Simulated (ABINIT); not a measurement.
# KF (Carobbiite): G0W0 in ABINIT against the k mesh

Wanted: the cheapest k mesh that holds the gap of KF (Carobbiite).

Method: LDA and many-body steps on it, plane waves, in ABINIT 10.8.3.

**1. Starting point**

Symmetry: Fm-3m, No. 225, cubic system. The conventional cell has a = 5.344 Å, b = 5.344 Å, c = 5.344 Å, α = 90.00°, β = 90.00°, γ = 90.00°. K has 6 F at 2.67 Å nearest. F has 6 K at 2.67 Å nearest. Farther neighbours and most contacts between anions are not listed.

The cell and positions come from the Crystallography Open Database and are kept as given unless a step says otherwise.

**2. Empty states on the mesh, 4×4×4 mesh, 102 bands**

This step: ABINIT 10.8.3; DFT, LDA, plane waves, norm-conserving pseudopotentials.

The sums over transitions need many empty states on a uniform mesh; this step solves for them.

The input, run.abi:

```
acell 3*1.0 Angstrom
rprim 
  -0.000000000000 2.671850000000 2.671850000000
  2.671850000000 -0.000000000000 2.671850000000
  2.671850000000 2.671850000000 0.000000000000
ntypat 2
znucl 19 9
natom 2
typat 1 2
xred 
  0.000000000000 0.000000000000 0.000000000000
  0.500000000000 0.500000000000 0.500000000000
pp_dirpath "pseudos"
pseudos "K.upf, F.upf"
ecut 36
ngkpt 4 4 4
nshiftk 1
shiftk 0 0 0
kptopt 1
chksymbreak 0
irdden 1
istwfk *1
nband 102
prtvol 0
optdriver 6
gwr_task "HDIAGO"
paral_kgb 0
occopt 1
indata_prefix "in"
outdata_prefix "out"
tmpdata_prefix "tmp"
```

The run is started by

```bash
$ OMP_NUM_THREADS=1 mpirun -n 4 abinit run.abi > log
```

Numbers of over 12 decimals in the logs are rounded to 6 here.

What it wrote:

```text
.Version 10.8.3 of ABINIT. v10.8.2 released Aug 2026.

 Symmetries : space group Fm -3 m (#225); Bravais cF (face-center cubic)
[... echo of the input left out ...]
== DATASET  1 ==================================================================
-   mpi_nproc: 4, omp_nthreads: 1 (-1 if OMP is not activated)

--- !DatasetInfo
iteration_state: {dtset: 1, }
dimensions: {natom: 2, nkpt: 8, mband: 102, nsppol: 1, nspinor: 1, nspden: 1, mpw: 2685, }
cutoff_energies: {ecut:  36.0, pawecutdg:  -1.0, }
[...]
Direct band gap semiconductor
 Fundamental gap:     5.821 (eV)
   VBM:    -0.305 (eV) at k: [ 0.0000E+00,  0.0000E+00,  0.0000E+00]
   CBM:     5.516 (eV) at k: [ 0.0000E+00,  0.0000E+00,  0.0000E+00]
 Direct gap:         5.821 (eV) at k: [ 0.0000E+00,  0.0000E+00,  0.0000E+00]

== END DATASET(S) ==============================================================
================================================================================

 -outvars: echo values of variables after computation  --------
           etotal      0.0000000000E+00
            nband         102
             nkpt           8
          spgroup         225
 [... the other variables as echoed above ...]

 Calculation completed.
```

It took 31 s on 4 MPI ranks of Arm Neoverse V1, shared host; peak memory 1.8 GiB.

Numbers from this step:

| Property | Result |
| --- | --- |
| gap | 5.821 eV |
| k of the valence top | 0, 0, 0 |
| k of the conduction bottom | 0, 0, 0 |
| least direct gap | 5.821 eV |
| k points computed | 8 |
| lowest point of the top converged band, above the valence top | 93.5193 eV |

On this mesh the gap is 5.821 eV.

The density comes from a self-consistent run that is not shown.

**3. Empty states on the mesh, 2×2×2 mesh, 33 bands**

Edit run.abi of step 2 so:

```diff
@@ -15,3 +15,3 @@
 ecut 36
-ngkpt 4 4 4
+ngkpt 2 2 2
 nshiftk 1
@@ -20,10 +20,10 @@
 chksymbreak 0
+iscf -2
 irdden 1
 istwfk *1
-nband 102
+nband 33
+nbdbuf 4
+tolwfr 1e-09
+nstep 60
 prtvol 0
-optdriver 6
-gwr_task "HDIAGO"
-paral_kgb 0
-occopt 1
 indata_prefix "in"
```

What it wrote:

```text
.Version 10.8.3 of ABINIT. v10.8.2 released Aug 2026.

 Symmetries : space group Fm -3 m (#225); Bravais cF (face-center cubic)
[... echo of the input left out ...]
== DATASET  1 ==================================================================
-   mpi_nproc: 4, omp_nthreads: 1 (-1 if OMP is not activated)
-    --> not optimal distribution: autoparal keyword recommended in input file <--

--- !DatasetInfo
iteration_state: {dtset: 1, }
dimensions: {natom: 2, nkpt: 3, mband: 33, nsppol: 1, nspinor: 1, nspden: 1, mpw: 2685, }
cutoff_energies: {ecut:  36.0, pawecutdg:  -1.0, }
[...]
0.86982    0.86982    0.87595    0.87595    0.87595    0.95985    0.95985    0.95985
   1.03271    1.03271    1.17830    1.38092    1.38092    1.38092    1.45888    1.50464
   1.50464
 prteigrs : prtvol=0 or 1, do not print more k-points.

== END DATASET(S) ==============================================================
================================================================================

 -outvars: echo values of variables after computation  --------
            nband          33
             nkpt           3
          spgroup         225
 [... the other variables as echoed above ...]

 Calculation completed.
```

Run time: 3.3 s. Hardware: 4 MPI ranks; peak memory 0.24 GiB.

This step gave:

```yaml
gap: 5.822 eV
k_of_the_valence_top: 0, 0, 0
k_of_the_conduction_bottom: 0, 0, 0
least_direct_gap: 5.822 eV
k_points_computed: 3
lowest_point_of_the_top_converged_band_above_the_valence_top: 33.40 eV
```

On this mesh the gap is 5.822 eV.

**4. Empty states on the mesh, 6×6×6 mesh, 33 bands**

Edit run.abi of step 3 so:

```diff
@@ -15,3 +15,3 @@
 ecut 36
-ngkpt 2 2 2
+ngkpt 6 6 6
 nshiftk 1
```

What it wrote:

```text
.Version 10.8.3 of ABINIT. v10.8.2 released Aug 2026.

 Symmetries : space group Fm -3 m (#225); Bravais cF (face-center cubic)
[... echo of the input left out ...]
== DATASET  1 ==================================================================
-   mpi_nproc: 4, omp_nthreads: 1 (-1 if OMP is not activated)

--- !DatasetInfo
iteration_state: {dtset: 1, }
dimensions: {natom: 2, nkpt: 16, mband: 33, nsppol: 1, nspinor: 1, nspden: 1, mpw: 2685, }
cutoff_energies: {ecut:  36.0, pawecutdg:  -1.0, }
[...]
0.86982    0.86982    0.87595    0.87595    0.87595    0.95985    0.95985    0.95985
   1.03271    1.03271    1.17830    1.38092    1.38092    1.38092    1.45888    1.50464
   1.50464
 prteigrs : prtvol=0 or 1, do not print more k-points.

== END DATASET(S) ==============================================================
================================================================================

 -outvars: echo values of variables after computation  --------
            nband          33
             nkpt          16
          spgroup         225
 [... the other variables as echoed above ...]

 Calculation completed.
```

Run time: 7.3 s. Hardware: 4 MPI ranks; peak memory 0.26 GiB; 29 s of CPU time.

Numbers from this step:

```
gap                                                           : 5.822 eV
k of the valence top                                          : 0, 0, 0
k of the conduction bottom                                    : 0, 0, 0
least direct gap                                              : 5.822 eV
k points computed                                             : 16
lowest point of the top converged band, above the valence top : 33.40 eV
```

On this mesh the gap is 5.822 eV.

**5. Screening, 2×2×2 mesh, 29 bands, screening to 106.1 eV**

The RPA dielectric matrix is built and inverted for each q.

This step: RPA screening on LDA, plane waves, norm-conserving pseudopotentials.

Edit run.abi of step 4 so:

```diff
@@ -15,3 +15,3 @@
 ecut 36
-ngkpt 6 6 6
+ngkpt 2 2 2
 nshiftk 1
@@ -20,10 +20,11 @@
 chksymbreak 0
-iscf -2
-irdden 1
 istwfk *1
-nband 33
-nbdbuf 4
-tolwfr 1e-09
-nstep 60
-prtvol 0
+occopt 1
+irdwfk 1
+optdriver 3
+nband 29
+ecuteps 3.9
+inclvkb 2
+awtr 1
+symchi 1
 indata_prefix "in"
```

What it wrote:

```text
.Version 10.8.3 of ABINIT. v10.8.2 released Aug 2026.

 Symmetries : space group Fm -3 m (#225); Bravais cF (face-center cubic)
[... echo of the input left out ...]
== DATASET  1 ==================================================================
-   mpi_nproc: 4, omp_nthreads: 1 (-1 if OMP is not activated)

--- !DatasetInfo
iteration_state: {dtset: 1, }
dimensions: {natom: 2, nkpt: 3, mband: 29, nsppol: 1, nspinor: 1, nspden: 1, mpw: 2685, }
cutoff_energies: {ecut:  36.0, pawecutdg:  -1.0, }
electrons: {nelect:   1.60000000E+01, charge:   0.00000000E+00, occopt:   1.00000000E+00, tsmear:   1.00000000E-02, }

 SCREENING: Calculation of the susceptibility and dielectric matrices

 Based on a program developped by R.W. Godby, V. Olevano, G. Onida, and L. Reining.
 Incorporated in ABINIT by V. Olevano, G.-M. Rignanese, and M. Torrent.
.Using double precision arithmetic ; gwpc =  8

[... cell and pseudopotentials left out ...]
--------------------------------------------------------------------------------

 ==== K-mesh for the wavefunctions ====
 Number of points in the irreducible wedge :     3
[... list of points left out ...]
 Together with 48 symmetry operations and time-reversal symmetry
 yields     8 points in the full Brillouin Zone.

 ==== Q-mesh for the screening function ====
 Number of points in the irreducible wedge :     3
[... list of points left out ...]
 Together with 48 symmetry operations and time-reversal symmetry
 yields     8 points in the full Brillouin Zone.

 setmesh: FFT mesh size selected  =    25x   25x   25
          total number of points  =        15625

 vcoul_init : cutoff-mode = AUXILIARY_FUNCTION
 q-points for optical limit:   1
     1)      0.000010    0.000020    0.000030

- screening: taking advantage of time-reversal symmetry
- Maximum band index for partially occupied states nbvw = 8
- Remaining bands to be divided among processors   nbcw = 21
- Number of bands treated by each node ~5

 Number of electrons calculated from density =   16.0000; Expected =   16.0000
 average of density, n =  0.062152
 r_s =    1.5661
 omega_plasma =   24.0483 [eV]

 calculating chi0 at frequencies [eV] :
  1    0.000000E+00    0.000000E+00
  2    0.000000E+00    2.404829E+01

--------------------------------------------------------------------------------
  q-point number  1        q = ( 0.000000, 0.000000, 0.000000) [r.l.u.]
--------------------------------------------------------------------------------
[... chi0 elements left out ...]
 For q-point:  0.000010 0.000020 0.000030
  dielectric constant =   2.0294
  dielectric constant without local fields =   2.2258

  Average fulfillment of the sum rule on Im[epsilon] for q-point    1 :     30.72  [%]
[... wings left out ...]
  q-point number  2        q = ( 0.500000, 0.000000, 0.000000) [r.l.u.]
--------------------------------------------------------------------------------
[... chi0 elements left out ...]
  Average fulfillment of the sum rule on Im[epsilon] for q-point    2 :     42.56  [%]

 [... 1 further q-points ...]
```

Elapsed: 2.4 s, on 4 MPI ranks; peak memory 0.09 GiB; 9.4 s of CPU time.

Numbers from this step:

- ε∞ with local fields, on this mesh, along the program's q direction: 2.029
- the same without local fields: 2.226
- plasma frequency: 24.05 eV
- plane waves in the screening matrix: 113

Local fields lower ε∞ by 9 %. On a Γ-centred mesh this coarse the value itself is usually too large, while a short band sum pulls it down.

**6. 2×2×2**

This step: G0W0 on LDA, plane waves, norm-conserving pseudopotentials.

Edit run.abi of step 5 so:

```diff
@@ -23,8 +23,15 @@
 irdwfk 1
-optdriver 3
+optdriver 4
 nband 29
+gwcalctyp 0
+ecutsigx 36
+symsigma 1
+nkptgw 1
+kptgw 
+  0.0000000000 0.0000000000 0.0000000000
+bdgw 
+  6 12
 ecuteps 3.9
-inclvkb 2
-awtr 1
-symchi 1
+irdscr 1
+ppmodel 1
 indata_prefix "in"
```

What it wrote:

```text
.Version 10.8.3 of ABINIT. v10.8.2 released Aug 2026.

 Symmetries : space group Fm -3 m (#225); Bravais cF (face-center cubic)
[... echo of the input left out ...]
== DATASET  1 ==================================================================
-   mpi_nproc: 4, omp_nthreads: 1 (-1 if OMP is not activated)

--- !DatasetInfo
iteration_state: {dtset: 1, }
dimensions: {natom: 2, nkpt: 3, mband: 29, nsppol: 1, nspinor: 1, nspden: 1, mpw: 2685, }
cutoff_energies: {ecut:  36.0, pawecutdg:  -1.0, }
electrons: {nelect:   1.60000000E+01, charge:   0.00000000E+00, occopt:   1.00000000E+00, tsmear:   1.00000000E-02, }

 SIGMA: Calculation of the GW corrections

 Based on a program developped by R.W. Godby, V. Olevano, G. Onida, and L. Reining.
 Incorporated in ABINIT by V. Olevano, G.-M. Rignanese, and M. Torrent.
.Using double precision arithmetic ; gwpc =  8

[... cell and pseudopotentials left out ...]
--------------------------------------------------------------------------------

 ==== K-mesh for the wavefunctions ====
 Number of points in the irreducible wedge :     3
[... list of points left out ...]
 Together with 48 symmetry operations and time-reversal symmetry
 yields     8 points in the full Brillouin Zone.

 ==== Q-mesh for screening function ====
 Number of points in the irreducible wedge :     3
[... list of points left out ...]
 Together with 48 symmetry operations and time-reversal symmetry
 yields     8 points in the full Brillouin Zone.

 vcoul_init : cutoff-mode = AUXILIARY_FUNCTION
 q-points for optical limit:   1
     1)      0.000010    0.000020    0.000030
 setmesh: FFT mesh size selected  =    40x   40x   40
          total number of points  =        64000

 Number of electrons calculated from density =   16.0000; Expected =   16.0000
 average of density, n =  0.062152
 r_s =    1.5661
 omega_plasma =   24.0483 [eV]

 === KS Band Gaps ===
  >>>> For spin  1
   Minimum direct gap =   5.8215 [eV], located at k-point      :   0.0000  0.0000  0.0000
   Fundamental gap    =   5.8215 [eV], Top of valence bands at :   0.0000  0.0000  0.0000
                                       Bottom of conduction at :   0.0000  0.0000  0.0000
 SIGMA fundamental parameters:
 PLASMON POLE MODEL  1
 number of plane-waves for SigmaX                 2685
 number of plane-waves for SigmaC and W            113
 number of plane-waves for wavefunctions          2685
 number of bands                                    29
 number of independent spin polarizations            1
 number of spinorial components                      1
 number of k-points in IBZ                           3
 number of q-points in IBZ                           3
 number of symmetry operations                      48
 number of k-points in BZ                            8
 number of q-points in BZ                            8
 number of frequencies for dSigma/dE                 9
 frequency step for dSigma/dE [eV]                0.25
 number of omega for Sigma on real axis              0
 max omega for Sigma on real axis  [eV]           0.00
 zcut for avoiding poles [eV]                     0.10

 EPSILON^-1 parameters (SCR file):
 dimension of the eps^-1 matrix on file            113
 dimension of the eps^-1 matrix used               113
 number of plane-waves for wavefunctions          2685
 number of bands                                    29
 number of q-points in IBZ                           3
 number of frequencies                               2
 number of real frequencies                          1
 number of imag frequencies                          1

 matrix elements of self-energy operator (all in [eV])

 Perturbative Calculation

--- !SelfEnergy_ee
iteration_state: {dtset: 1, }
kpoint     : [   0.000,    0.000,    0.000, ]
spin       : 1
KS_gap     :    5.821
QP_gap     :    9.654
Delta_QP_KS:    3.833
data: !SigmaeeData |
     Band     E0 <VxcDFT>   SigX SigC(E0)      Z dSigC/dE  Sig(E)    E-E0       E
        6  -0.305 -21.605 -28.672   5.000   0.811  -0.234 -23.281  -1.676  -1.982
        7  -0.305 -21.605 -28.672   5.000   0.811  -0.234 -23.281  -1.676  -1.982
        8  -0.305 -21.605 -28.672   5.000   0.811  -0.234 -23.281  -1.676  -1.982
        9   5.516  -8.793  -3.916  -2.472   0.897  -0.115  -6.637   2.157   7.673
       10  10.239 -11.039  -4.760  -2.370   0.893  -0.119  -7.547   3.493  13.731
       11  10.239 -11.039  -4.760  -2.370   0.893  -0.119  -7.547   3.493  13.731
       12  10.239 -11.039  -4.760  -2.370   0.893  -0.119  -7.547   3.493  13.731

== END DATASET(S) ==============================================================
================================================================================

 -outvars: echo values of variables after computation  --------
           etotal      0.0000000000E+00
            nband          29
             nkpt           3
          spgroup         225
 [... the other variables as echoed above ...]

 Calculation completed.
```

The job ended after 2.5 s (4 MPI ranks; peak memory 0.11 GiB).

This step gave:

```yaml
g0w0_gap_on_the_points_computed: 9.655 eV
starting_gap_on_the_mesh: 5.822 eV
k_of_the_valence_top: 0, 0, 0
k_of_the_conduction_bottom: 0, 0, 0
z_at_the_valence_top: 0.811
z_at_the_conduction_bottom: 0.897
least_direct_g0w0_gap_on_the_computed_points: 9.655 eV
```

**7. Screening, 4×4×4 mesh, 29 bands, screening to 106.1 eV**

This step: RPA screening on LDA, plane waves, norm-conserving pseudopotentials.

Edit run.abi of step 6 so:

```diff
@@ -15,3 +15,3 @@
 ecut 36
-ngkpt 2 2 2
+ngkpt 4 4 4
 nshiftk 1
@@ -23,15 +23,8 @@
 irdwfk 1
-optdriver 4
+optdriver 3
 nband 29
-gwcalctyp 0
-ecutsigx 36
-symsigma 1
-nkptgw 1
-kptgw 
-  0.0000000000 0.0000000000 0.0000000000
-bdgw 
-  6 12
 ecuteps 3.9
-irdscr 1
-ppmodel 1
+inclvkb 2
+awtr 1
+symchi 1
 indata_prefix "in"
```

What it wrote:

```text
.Version 10.8.3 of ABINIT. v10.8.2 released Aug 2026.

 Symmetries : space group Fm -3 m (#225); Bravais cF (face-center cubic)
[... echo of the input left out ...]
== DATASET  1 ==================================================================
-   mpi_nproc: 4, omp_nthreads: 1 (-1 if OMP is not activated)

--- !DatasetInfo
iteration_state: {dtset: 1, }
dimensions: {natom: 2, nkpt: 8, mband: 29, nsppol: 1, nspinor: 1, nspden: 1, mpw: 2685, }
cutoff_energies: {ecut:  36.0, pawecutdg:  -1.0, }
electrons: {nelect:   1.60000000E+01, charge:   0.00000000E+00, occopt:   1.00000000E+00, tsmear:   1.00000000E-02, }

 SCREENING: Calculation of the susceptibility and dielectric matrices

 Based on a program developped by R.W. Godby, V. Olevano, G. Onida, and L. Reining.
 Incorporated in ABINIT by V. Olevano, G.-M. Rignanese, and M. Torrent.
.Using double precision arithmetic ; gwpc =  8

[... cell and pseudopotentials left out ...]
--------------------------------------------------------------------------------

 ==== K-mesh for the wavefunctions ====
 Number of points in the irreducible wedge :     8
[... list of points left out ...]
 Together with 48 symmetry operations and time-reversal symmetry
 yields    64 points in the full Brillouin Zone.

 ==== Q-mesh for the screening function ====
 Number of points in the irreducible wedge :     8
[... list of points left out ...]
 Together with 48 symmetry operations and time-reversal symmetry
 yields    64 points in the full Brillouin Zone.

 setmesh: FFT mesh size selected  =    25x   25x   25
          total number of points  =        15625

 vcoul_init : cutoff-mode = AUXILIARY_FUNCTION
 q-points for optical limit:   1
     1)      0.000010    0.000020    0.000030

- screening: taking advantage of time-reversal symmetry
- Maximum band index for partially occupied states nbvw = 8
- Remaining bands to be divided among processors   nbcw = 21
- Number of bands treated by each node ~5

 Number of electrons calculated from density =   16.0000; Expected =   16.0000
 average of density, n =  0.062152
 r_s =    1.5661
 omega_plasma =   24.0483 [eV]

 calculating chi0 at frequencies [eV] :
  1    0.000000E+00    0.000000E+00
  2    0.000000E+00    2.404829E+01

--------------------------------------------------------------------------------
  q-point number  1        q = ( 0.000000, 0.000000, 0.000000) [r.l.u.]
--------------------------------------------------------------------------------
[... chi0 elements left out ...]
 For q-point:  0.000010 0.000020 0.000030
  dielectric constant =   1.9344
  dielectric constant without local fields =   2.1293

  Average fulfillment of the sum rule on Im[epsilon] for q-point    1 :     30.98  [%]
[... wings left out ...]
  q-point number  2        q = ( 0.250000, 0.000000, 0.000000) [r.l.u.]
--------------------------------------------------------------------------------
[... chi0 elements left out ...]
  Average fulfillment of the sum rule on Im[epsilon] for q-point    2 :     50.13  [%]

 [... 6 further q-points ...]
```

Elapsed: 4.3 s, on 4 MPI ranks; peak memory 0.42 GiB.

This step gave:

| Property | Result |
| --- | --- |
| ε∞ with local fields, on this mesh, along the program's q direction | 1.934 |
| the same without local fields | 2.129 |
| plasma frequency | 24.05 eV |
| plane waves in the screening matrix | 113 |

(Part 1 of 2 ends here.)

[Paths, hosts, dates, memory and timing lines, banners, echoed tables and standing remarks are left out of the program output.]

[Logs are printed without paths, hosts, clocks, repeated set-up lines and the standing remarks that a program may print on its own settings, such as how far it seeks lower states.]

[Runs of the session that timed out or met a known fault of the program may be left out.]

[No measured gap is set beside runs whose start may be inverted or whose files or cutoffs have a known fault.]

[Hosts, paths, dates, database ids (printed as entryN), source tags and the programs' standing remarks are cut or masked in the printed files.]

[G0W0 gaps are taken among the corrected bands and points alone; a level outside them can change the order at an edge.]

[Where Ansatz stands beside ABINIT at settings called matched, ABINIT's density can come from a denser mesh and the files from another edition; pairs whose starting gaps differed by over 0.03 eV were left out, so agreement reads better than it is.]
